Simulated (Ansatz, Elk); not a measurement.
# Bonding as seen by X-rays: K2HN

The structure of K2HN used here is made up (a known structure type with other elements) and was relaxed beforehand with PBEsol. The aim is the Fourier transform of its all-electron density, F(hkl), set beside the sum over free spherical atoms that refinements use.

Program: Elk 11.2.3 (patched build). Level of theory: DFT, PBE, all-electron APW+lo, Dirac cores, scalar-relativistic bands, static density, no spin. Results are calculated unless marked as measured.

The structure was built from a prototype and need not be the compound's stable phase.

**1. The starting structure**

The structure is trigonal, space group R3m (No. 160). Conventional cell: a = 4.844 Å, b = 4.844 Å, c = 11.953 Å, α = 90.00°, β = 90.00°, γ = 120.00°. Nearest to K lie 4 N at 2.66 to 3.10 Å and 3 H at 2.81 Å. Nearest to K lie 1 H at 2.41 Å and 3 N at 2.85 Å. Nearest to N lie 1 H at 1.04 Å and 7 K at 2.66 to 3.10 Å. H has 1 N at 1.04 Å and 4 K at 2.41 to 2.81 Å nearest. Farther neighbours and most contacts between anions are not listed.

As a file:

```cif
data_structure
_symmetry_space_group_name_H-M 'R3m:H'
_symmetry_Int_Tables_number 160
_cell_length_a 4.8440
_cell_length_b 4.8440
_cell_length_c 11.9528
_cell_angle_alpha 90.000
_cell_angle_beta 90.000
_cell_angle_gamma 120.000
_cell_volume 242.89
loop_
_atom_site_label
_atom_site_type_symbol
_atom_site_symmetry_multiplicity
_atom_site_Wyckoff_symbol
_atom_site_fract_x
_atom_site_fract_y
_atom_site_fract_z
_atom_site_occupancy
K1 K 3 a 0.00000 0.00000 0.23625 1
K2 K 3 a 0.66667 0.33333 0.05829 1
N1 N 3 a 0.00000 0.00000 0.01405 1
H1 H 3 a 0.66667 0.33333 0.26003 1
```

**2. Ground state and structure factors**

An all-electron density is needed, since X-rays see the cores too. Task 0 finds the density and task 195 Fourier-transforms it; tshift is off so that phases refer to the origin typed.

The input, elk.in:

```
tasks
  0
  195

xctype
  20

spinpol
  .false.

rgkmax
  7.0

gmaxvr
  14.0

lmaxo
  7

lmaxapw
  8

swidth
  0.002

tshift
  .false.

ramdisk
  .false.

hmaxvr
  5.5

maxscl
  120

epspot
  1e-06

sppath
  './'

avec
  4.57689499561 2.64247155777 7.52919619985
  -4.57689499561 2.64247155777 7.52919619985
  -0.00000000000 -5.28494311553 7.52919619985

atoms
  3
  'K.in'
  2
  0.7637454646 0.7637454646 0.7637454646   0.000000 0.000000 0.000000
  0.2750392972 0.2750392972 0.2750392972   0.000000 0.000000 0.000000
  'N.in'
  1
  0.9859489775 0.9859489775 0.9859489775   0.000000 0.000000 0.000000
  'H.in'
  1
  0.0732995668 0.0732995668 0.0732995668   0.000000 0.000000 0.000000

ngridk
  6 6 6
```

Started as:

```console
$ OMP_NUM_THREADS=4 elk
```

Numbers of over 12 decimals in the logs are rounded to 6 here.

The program printed:

```text
┌─────────────────────────┐
│ Elk code version 11.2.3 │
└─────────────────────────┘

All units are atomic (Hartree, Bohr, etc.)

┌─────────────────────────────────────────────────┐
│ Ground-state run starting from atomic densities │
└─────────────────────────────────────────────────┘

Lattice vectors :
   4.576894996       2.642471558       7.529196200
  -4.576894996       2.642471558       7.529196200
  -0.000000000      -5.284943116       7.529196200

Reciprocal lattice vectors :
  0.6864026063      0.3962947295      0.2781698135
 -0.6864026063      0.3962947295      0.2781698135
  0.9778946872E-17 -0.7925894590      0.2781698135

Unit cell volume      :    546.3628164
Brillouin zone volume :   0.4540027359

Muffin-tin inner radius fraction :   0.1000000000E-01

Nuclei treated as point charges

Species : 1 (K)
 parameters loaded from : K.in
 name : potassium
 nuclear charge    :   -19.00000000
 electronic charge :    19.00000000
 atomic mass :    71271.84090
 muffin-tin radius :    2.400000000
 number of radial points in muffin-tin :    993
 inner part over the whole radius :   0.9891652203E-02
 number on inner part of muffin-tin    :    697
 approximate nuclear radius :   0.6514746337E-04
 number of mesh points to nuclear radius :    319
 atomic positions (lattice), magnetic fields (Cartesian) :
  1 :   0.76374546  0.76374546  0.76374546    0.00000000  0.00000000  0.00000000
  2 :   0.27503930  0.27503930  0.27503930    0.00000000  0.00000000  0.00000000

Species : 2 (N)
 parameters loaded from : N.in
 name : nitrogen
 nuclear charge    :   -7.000000000
 electronic charge :    7.000000000
 atomic mass :    25532.65216
 muffin-tin radius :    1.081709536
 number of radial points in muffin-tin :    593
 inner part over the whole radius :   0.9844225408E-02
 number on inner part of muffin-tin    :    400
 approximate nuclear radius :   0.4939692610E-04
 number of mesh points to nuclear radius :    176
 atomic positions (lattice), magnetic fields (Cartesian) :
  1 :   0.98594898  0.98594898  0.98594898    0.00000000  0.00000000  0.00000000

Species : 3 (H)
 parameters loaded from : H.in
 name : hydrogen
 nuclear charge    :   -1.000000000
 electronic charge :    1.000000000
 atomic mass :    1837.362221
 muffin-tin radius :   0.8413296391
 number of radial points in muffin-tin :    393
 inner part over the whole radius :   0.9805084925E-02
 number on inner part of muffin-tin    :    253
 approximate nuclear radius :   0.2766748019E-04
 number of mesh points to nuclear radius :     81
 atomic positions (lattice), magnetic fields (Cartesian) :
  1 :   0.07329957  0.07329957  0.07329957    0.00000000  0.00000000  0.00000000

Total number of atoms per unit cell :    4
Total muffin-tin volume :    123.6079590
 ratio of muffin-tin to unit cell volume :   0.2262378685

Spin treatment :
 spin-unpolarised

Number of Bravais lattice symmetries :   12
Number of crystal symmetries         :    6
Crystal has no inversion symmetry
Complex Hermitian eigensolver will be used

k-point grid :      6     6     6
k-point offset :    0.000000000       0.000000000       0.000000000
k-point set is reduced with full crystal symmetry group
Total number of k-points :       56

Muffin-tin radius times maximum |G+k| :    7.000000000
 using average radius
Maximum |G+k| for APW functions       :    4.164783109
Maximum (1/2)|G+k|²                   :    8.672709174
Maximum |G| for potential and density :    14.00000000
Constant for pseudocharge density :    8
 order of it for each species :   15  11   5
 order of it for pair densities of each species (exact exchange by exxq0 0: 16) :   15   4   3
Radial integration step length :    1

G-vector grid sizes :     42    42    42
Number of G-vectors :    25335

Maximum angular momentum used for
 APW functions            :    8
 outer part of muffin-tin :    7
 inner part of muffin-tin :    2

Total nuclear charge    :   -46.00000000
Total core charge       :    22.00000000
Total valence charge    :    24.00000000
[...]
(states/Hartree/unit cell)

Estimated indirect band gap :   0.1657725290
 from k-point 16 to k-point 1
Estimated direct band gap   :   0.1716403641
 at k-point 1

Charges :
 core                        :    22.00000000
 valence                     :    24.00000000
 interstitial                :    6.004300648
 muffin-tins (core leakage)
  species : 1 (K)
   atom 1                    :    17.50473249     ( -0.1018187792E-06)
   atom 2                    :    17.51472539     ( -0.1017987543E-06)
  species : 2 (N)
   atom 1                    :    4.578139393     (  0.3174023632E-03)
  species : 3 (H)
   atom 1                    :   0.3981020830     (   0.000000000    )
 total in muffin-tins        :    39.99569935
 total calculated charge     :    45.99961651
 total charge                :    46.00000000
 error                       :   0.3834946216E-03

RMS change in Kohn-Sham potential (target) :    85.64064464     (  0.1000000000E-05)
Absolute change in total energy (target)   :   0.3665346776     (  0.1000000000E-03)

[... loops 3 to 23 left out ...]

┌──────────────────┐
│ Loop number : 24 │
└──────────────────┘

Energies :
 Fermi                       :     0.124521
 sum of occupied eigenvalues :     -723.66690243239
 electron kinetic            :      1267.6666703242
 core electron kinetic       :      1186.7863823272
 Coulomb                     :     -2453.0578884170
 Coulomb potential           :     -1895.4156057645
 nuclear-nuclear             :     -183.51796852796
 electron-nuclear            :     -2646.6909405179
 Hartree                     :      377.15102062886
 Madelung                    :     -1505.3500855348
 xc potential                :     -95.917966992133
 exchange                    :     -72.386723797141
 correlation                 :     -1.780211
 electron entropic           :    -0.37561730442952E-05
 total energy                :     -1259.5581565707

Density of states at Fermi energy :   0.1211627252
 (states/Hartree/unit cell)

Estimated indirect band gap :   0.2355304620E-01
 from k-point 16 to k-point 1
Estimated direct band gap   :   0.3752714147E-01
 at k-point 1

Charges :
 core                        :    22.00000000
 valence                     :    24.00000000
 interstitial                :    6.333026265
 muffin-tins (core leakage)
  species : 1 (K)
[...]
species : 2 (N)
[...]
species : 3 (H)
   atom 1                    :   0.4026193528     (   0.000000000    )
 total in muffin-tins        :    39.66697373
 total calculated charge     :    45.99960655
 total charge                :    46.00000000
 error                       :   0.3934518581E-03

RMS change in Kohn-Sham potential (target) :   0.2740497617E-06 (  0.1000000000E-05)
Absolute change in total energy (target)   :   0.5504034561E-08 (  0.1000000000E-03)

Convergence targets achieved

┌──────────────────┐
│ Loop number : 25 │
└──────────────────┘

Energies :
 Fermi                       :     0.124521
 sum of occupied eigenvalues :     -723.66690245792
 electron kinetic            :      1267.6666703216
 core electron kinetic       :      1186.7863823279
 Coulomb                     :     -2453.0578884196
 Coulomb potential           :     -1895.4156057704
 nuclear-nuclear             :     -183.51796852796
 electron-nuclear            :     -2646.6909405187
 Hartree                     :      377.15102062701
 Madelung                    :     -1505.3500855344
 xc potential                :     -95.917967009084
 exchange                    :     -72.386723797465
 correlation                 :     -1.780211
 electron entropic           :    -0.37561740942845E-05
 total energy                :     -1259.5581565763

Density of states at Fermi energy :   0.1211627639
 (states/Hartree/unit cell)

Estimated indirect band gap :   0.2355304492E-01
 from k-point 16 to k-point 1
Estimated direct band gap   :   0.3752714013E-01
 at k-point 1

Charges :
 core                        :    22.00000000
 valence                     :    24.00000000
 interstitial                :    6.333026265
 muffin-tins (core leakage)
  species : 1 (K)
   atom 1                    :    17.63065506     ( -0.1014483768E-06)
   atom 2                    :    17.64112317     ( -0.1013047246E-06)
  species : 2 (N)
   atom 1                    :    3.992576148     (  0.3153242671E-03)
  species : 3 (H)
   atom 1                    :   0.4026193528     (   0.000000000    )
 total in muffin-tins        :    39.66697374
 total calculated charge     :    45.99960655
 total charge                :    46.00000000
 error                       :   0.3934518580E-03

┌──────────────────────────────┐
│ Self-consistent loop stopped │
└──────────────────────────────┘

Warning : core states of species 2 leak from the muffin-tin :   0.3153242671E-03

Wrote STATE.OUT
```

Wall time 2.5 min (4 threads of Arm Neoverse V2, shared host); peak memory 0.18 GiB; 9.5 min of CPU time.

SFACRHO.OUT:

```text

h k l indices transformed by vhmat matrix:
   1.000000000       0.000000000       0.000000000    
   0.000000000       1.000000000       0.000000000    
   0.000000000       0.000000000       1.000000000    

      h      k      l  multipl.   |H|            Re(F)            Im(F)           |F|

      0      0      0      1   0.0000000       46.000000     -0.65571621E-16   46.000000    
     -1     -1     -1      1  0.83450944       9.6309763     -0.15899875       9.6322887    
      1      1      1      1  0.83450944       9.6309763      0.15899875       9.6322887    
     -1      0      0      3  0.83998601       5.8331617      0.40609801       5.8472806    
      1      0      0      3  0.83998601       5.8331617     -0.40609801       5.8472806    
      0     -1     -1      3  0.96835522      -23.627966       7.9399699       24.926369    
      1      1      0      3  0.96835522      -23.627966      -7.9399699       24.926369    
     -1     -2     -1      3   1.3661088       28.041674      -11.412951       30.275252    
      2      1      1      3   1.3661088       28.041674       11.412951       30.275252    
     -1      1      0      6   1.3728052       32.137785      0.25143343E-14   32.137785    
      2      2      1      3   1.6008308     -0.23850600      -3.9842006       3.9913330    
     -1     -2     -2      3   1.6008308     -0.23850600       3.9842006       3.9913330    
     -2     -1      0      6   1.6065491       6.4031050     -0.29928307       6.4100955    
      1      0      2      6   1.6065491       6.4031050      0.29928307       6.4100955    
     -1      1      1      3   1.6094007       3.4105398     -0.25839976       3.4203146    
     -1     -1      1      3   1.6094007       3.4105398      0.25839976       3.4203146    
      2      2      2      1   1.6690189      -14.902134      -17.864653       23.264123    
     -2     -2     -2      1   1.6690189      -14.902134       17.864653       23.264123
```

Elk indexes on the primitive cell of elk.in and gives |H| = 4π sin θ/λ in inverse bohr. Below, one row stands for each form hkl of the conventional cell (m members, Friedel mates merged), F is for one primitive cell and the density is static (no thermal factor). Free-atom factors are Waasmaier and Kirfel's, and R is Σm||F|−|F'||/Σm|F|. Elk warned that it couldn't find a linearisation energy, which lowers the accuracy of some states in this run and its variants.

```csv
hkl,m,sin θ/λ (Å⁻¹),"abs F, DFT",neutral atoms,diff.,abs of complex diff.
003,2,0.126,9.632,8.905,+0.727,0.777
101,6,0.126,5.847,5.289,+0.558,0.560
012,6,0.146,24.926,25.245,-0.318,0.383
104,6,0.205,30.275,30.073,+0.202,0.252
110,6,0.206,32.138,31.983,+0.154,0.154
015,6,0.241,3.991,3.953,+0.039,0.079
113,12,0.242,6.410,6.356,+0.054,0.056
021,6,0.242,3.420,3.378,+0.042,0.055
006,2,0.251,23.264,23.161,+0.104,0.105
202,6,0.253,20.675,20.647,+0.028,0.037
024,6,0.291,24.565,24.523,+0.042,0.058
107,6,0.316,5.966,6.084,-0.118,0.120
205,6,0.317,3.278,3.305,-0.026,0.082
211,12,0.318,2.461,2.493,-0.032,0.042
116,12,0.325,19.781,19.727,+0.054,0.107
122,12,0.326,17.917,17.892,+0.025,0.064
018,6,0.355,18.483,18.563,-0.080,0.112
214,12,0.357,21.296,21.272,+0.025,0.082
300,6,0.358,22.427,22.394,+0.032,0.034
009,2,0.377,7.363,7.285,+0.078,0.151
027,6,0.378,5.274,5.354,-0.080,0.100
125,12,0.378,2.872,2.919,-0.047,0.088
```

**3. The highest occupied states alone**

An energy window below the Fermi level keeps the highest occupied states, to see at which angles they scatter; shallow core shells can lie inside it and anion s states outside. No new self-consistency is needed.

Changes to elk.in since step 2:

```diff
@@ -1,3 +1,2 @@
 tasks
-  0
   195
@@ -40,2 +39,5 @@
 
+wsfac
+  -0.316470 0.424520
+
 sppath
```

Started as:

```console
$ OMP_NUM_THREADS=4 elk
```

The program printed:

```text
┌─────────────────────────────────┐
│ Elk code version 11.2.3 started │
└─────────────────────────────────┘

Info(readinput): the functional depends on the density's gradient
 muffin-tin radial points multiplied by    2.00000
 (not where nrmtscf is given)

┌────────────────────┐
│ Current task : 195 │
└────────────────────┘
Info(checkmt): changed muffin-tin radius of species 2 (N) from   1.8000 to   1.0817
Info(checkmt): changed muffin-tin radius of species 3 (H) from   1.4000 to   0.8413

Warning(linengy): could not find 1 linearisation energies in s.c. loop 1

Info(sfacrho): density structure factors written to SFACRHO.OUT

 Energy window :  -0.3164700000      0.4245200000

┌──────────────────┐
│ Elk code stopped │
└──────────────────┘
```

Elapsed: 5.7 s, on 4 threads; peak memory 0.18 GiB; 6.5 s of CPU time.

States within 12 eV below the Fermi level hold 6.00 electrons; any levels below the window count with the cores. Their amplitudes can exceed the total, where window and core parts have opposite phase:

| hkl | sin θ/λ (Å⁻¹) | abs F, window | abs F, all |
| --- | --- | --- | --- |
| 003 | 0.126 | 3.309 | 9.632 |
| 101 | 0.126 | 3.423 | 5.847 |
| 012 | 0.146 | 2.852 | 24.926 |
| 104 | 0.205 | 1.800 | 30.275 |
| 110 | 0.206 | 2.056 | 32.138 |
| 015 | 0.241 | 1.310 | 3.991 |
| 113 | 0.242 | 1.339 | 6.410 |
| 021 | 0.242 | 1.474 | 3.420 |
| 006 | 0.251 | 1.365 | 23.264 |
| 202 | 0.253 | 1.184 | 20.675 |

[end of part 1 of 2]

[Logs are printed without paths, hosts, clocks, repeated set-up lines and the standing remarks that a program may print on its own settings, such as how far it seeks lower states.]

[Hosts, paths, dates, database ids (printed as entryN), source tags and the programs' standing remarks are cut or masked in the printed files.]
